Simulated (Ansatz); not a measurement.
Reflectivity of NaZnH3 (Pm-3m) at normal incidence (Ansatz, r2SCAN, independent particles, without spin-orbit coupling, line width 0.1 eV (Gaussian), carrier damping 0.05 eV):

```json
{"E (eV)": "1.00", "R (%)": "59.0"}
{"E (eV)": "1.25", "R (%)": "1.9"}
{"E (eV)": "1.50", "R (%)": "7.2"}
{"E (eV)": "1.75", "R (%)": "10.6"}
{"E (eV)": "2.00", "R (%)": "13.0"}
{"E (eV)": "2.25", "R (%)": "14.9"}
{"E (eV)": "2.50", "R (%)": "16.7"}
{"E (eV)": "2.75", "R (%)": "18.5"}
{"E (eV)": "3.00", "R (%)": "20.5"}
{"E (eV)": "3.25", "R (%)": "23.0"}
{"E (eV)": "3.50", "R (%)": "26.4"}
{"E (eV)": "3.75", "R (%)": "32.4"}
{"E (eV)": "4.00", "R (%)": "42.3"}
{"E (eV)": "4.25", "R (%)": "44.5"}
{"E (eV)": "4.50", "R (%)": "49.8"}
{"E (eV)": "4.75", "R (%)": "50.2"}
{"E (eV)": "5.00", "R (%)": "49.4"}
```

**Question.** What colour would a polished face show in daylight?

**Answer.** Faintly blue: CIE x = 0.286, y = 0.304, luminous reflectivity 15 % under D65, from the mean over the axes.

Cells made by substitution are models, which may or may not match a known phase.

[Logs are printed without paths, hosts, clocks, repeated set-up lines and the standing remarks that a program may print on its own settings, such as how far it seeks lower states.]
